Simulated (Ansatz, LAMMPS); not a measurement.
## Atom list for Amorphous 59SiO2-29PbO-12Li2O (mol %) (133 atoms)

Geometry: the relaxed geometry. Computed with Ansatz 0.2.0: Kohn-Sham DFT, PBEsol, PAW (set soft_2), plane waves; cutoff 420 eV, Γ point, gaussian smearing of 0.025 eV; density 4.43 g/cm³.

Cell vectors (Å):

```
12.369 0.000 0.000
0.000 12.369 0.000
0.000 0.000 12.369
```

Positions (Å):

```
1 Si 10.878 9.695 2.440
2 Si 12.007 12.368 3.143
3 Si 5.552 9.648 8.273
4 Si 4.165 2.265 8.707
5 Si 3.847 4.548 4.829
6 Si 6.718 6.800 9.261
7 Si 7.122 10.270 5.546
8 Si 3.391 7.780 7.451
9 Si 10.092 2.707 9.579
10 Si 10.357 2.101 4.538
11 Si 6.977 7.873 1.883
12 Si 5.810 6.064 6.342
13 Si 3.030 1.776 1.045
14 Si 10.705 11.951 8.882
15 Si 9.073 9.053 12.367
16 Si 9.037 8.146 4.352
17 Si 10.617 6.506 6.442
18 Si 1.746 6.480 9.720
19 Si 3.024 11.329 12.192
20 Si 2.657 1.993 4.002
21 Si 2.443 11.526 4.417
22 Si 4.618 5.896 1.983
23 Si 9.342 3.616 6.778
24 Si 5.204 12.219 10.240
25 Si 0.752 7.949 5.507
26 Si 10.983 4.265 2.303
27 Si 7.598 0.551 4.297
28 Si 11.127 1.506 0.604
29 Si 5.677 3.384 1.152
30 Pb 7.807 4.922 3.858
31 Pb 1.320 1.177 10.284
32 Pb 7.449 0.703 8.191
33 Pb 8.620 5.164 12.126
34 Pb 4.345 8.322 4.089
35 Pb 0.103 9.514 11.419
36 Pb 1.046 7.092 1.840
37 Pb 11.205 5.842 9.542
38 Pb 1.246 10.371 7.633
39 Pb 10.534 11.077 5.983
40 Pb 5.355 11.244 2.491
41 Pb 9.230 8.933 9.406
42 Pb 6.536 3.723 9.909
43 Pb 1.125 3.756 7.036
44 Li 9.010 12.014 1.877
45 Li 9.585 11.737 11.410
46 Li 4.162 8.632 0.784
47 Li 0.830 5.515 4.352
48 Li 3.207 4.033 11.434
49 Li 1.766 10.183 2.183
50 Li 2.241 1.035 6.529
51 Li 0.564 3.170 0.049
52 Li 6.213 2.860 6.168
53 Li 5.490 2.221 3.569
54 Li 8.225 1.937 12.010
55 Li 4.079 5.560 9.877
56 O 6.176 8.369 9.049
57 O 8.436 10.170 11.413
58 O 9.664 9.849 1.346
59 O 0.757 7.697 10.169
60 O 2.039 7.994 6.587
61 O 4.045 0.832 9.588
62 O 5.931 10.099 4.493
63 O 4.032 9.273 7.755
64 O 1.875 11.498 11.054
65 O 9.538 6.883 5.245
66 O 10.831 11.215 3.105
67 O 10.401 8.719 3.659
68 O 1.037 11.658 3.521
69 O 2.422 5.603 10.871
70 O 9.262 3.139 10.913
71 O 8.423 9.264 5.367
72 O 6.373 3.493 2.591
73 O 4.489 7.063 6.509
74 O 12.056 0.655 1.688
75 O 11.989 1.641 11.634
76 O 3.116 7.005 8.837
77 O 6.632 6.594 5.096
78 O 6.208 6.410 1.897
79 O 4.664 2.056 1.166
80 O 0.878 5.612 8.623
81 O 4.301 5.451 3.535
82 O 9.684 5.072 1.770
83 O 3.942 2.987 4.323
84 O 1.374 7.616 4.046
85 O 11.299 3.077 1.184
86 O 10.301 2.424 6.127
87 O 9.011 3.080 8.304
88 O 3.365 0.483 4.031
89 O 3.123 10.243 3.712
90 O 10.126 1.041 9.444
91 O 9.454 11.325 8.007
92 O 10.275 8.278 11.577
93 O 2.888 9.939 0.617
94 O 7.975 3.812 5.977
95 O 6.617 0.641 10.356
96 O 4.565 11.548 11.584
97 O 5.823 5.945 10.295
98 O 8.002 7.812 3.161
99 O 1.551 2.102 5.123
100 O 5.586 2.204 7.890
101 O 4.249 3.507 9.788
102 O 2.183 11.569 6.007
103 O 7.951 7.955 0.571
104 O 9.663 0.825 0.491
105 O 10.576 3.475 3.715
106 O 10.346 4.924 6.788
107 O 4.567 4.631 0.936
108 O 6.773 3.351 12.316
109 O 8.253 6.844 9.725
110 O 12.312 9.320 1.833
111 O 12.305 5.155 2.619
112 O 6.438 1.455 4.878
113 O 0.019 9.351 5.911
114 O 11.543 0.997 4.335
115 O 6.542 6.011 7.791
116 O 5.462 10.984 9.168
117 O 2.875 0.155 0.965
118 O 9.016 1.351 4.056
119 O 12.138 6.618 5.767
120 O 2.398 4.948 5.377
121 O 10.568 7.331 7.809
122 O 2.333 2.512 12.152
123 O 5.075 4.615 5.953
124 O 6.566 10.056 7.065
125 O 3.587 7.089 1.678
126 O 11.943 12.019 7.790
127 O 7.887 11.732 5.468
128 O 11.034 11.048 10.188
129 O 5.804 8.983 1.918
130 O 11.465 3.468 9.271
131 O 2.809 2.314 7.810
132 O 2.283 2.280 2.426
133 O 7.399 12.170 2.867
```

**Question.** What Löwdin charge does each atom carry?

Charges in e, in the order of the atoms, ten a line:

```
+1.669 +1.708 +1.738 +1.599 +1.664 +1.624 +1.693 +1.707 +1.608 +1.710
+1.677 +1.660 +1.667 +1.566 +1.612 +1.735 +1.679 +1.566 +1.610 +1.629
+1.635 +1.663 +1.661 +1.689 +1.641 +1.634 +1.602 +1.606 +1.614 +1.060
+1.025 +1.081 +1.044 +1.062 +1.022 +1.058 +1.008 +1.023 +1.066 +1.060
+1.023 +0.992 +1.059 +0.787 +0.770 +0.795 +0.775 +0.765 +0.767 +0.783
+0.822 +0.746 +0.782 +0.771 +0.784 -0.775 -0.876 -0.803 -0.801 -0.765
-0.781 -0.777 -0.770 -0.789 -0.757 -0.792 -0.773 -0.798 -0.983 -0.868
-0.767 -0.876 -0.771 -0.769 -0.855 -0.802 -0.807 -0.768 -0.786 -0.778
-0.773 -0.802 -0.818 -0.820 -0.831 -0.773 -0.764 -0.777 -0.831 -0.775
-0.788 -0.795 -0.969 -0.846 -0.805 -0.774 -0.865 -0.764 -0.875 -0.850
-0.881 -0.844 -0.761 -0.983 -0.778 -0.774 -0.782 -0.822 -0.802 -0.838
-0.868 -0.958 -0.783 -0.746 -0.774 -0.780 -0.785 -0.790 -0.801 -0.855
-0.786 -0.915 -0.797 -0.779 -0.856 -0.782 -0.768 -0.849 -0.825 -0.806
-0.857 -0.772 -0.875
```

Forces are small here, 0.010 eV/Å r.m.s. The Löwdin charges lack the electrons that the projection spills, 0.063 e an atom on average.

[Logs are printed without paths, hosts, clocks, repeated set-up lines and the standing remarks that a program may print on its own settings, such as how far it seeks lower states.]

[Hosts, paths, dates, database ids (printed as entryN), source tags and the programs' standing remarks are cut or masked in the printed files.]
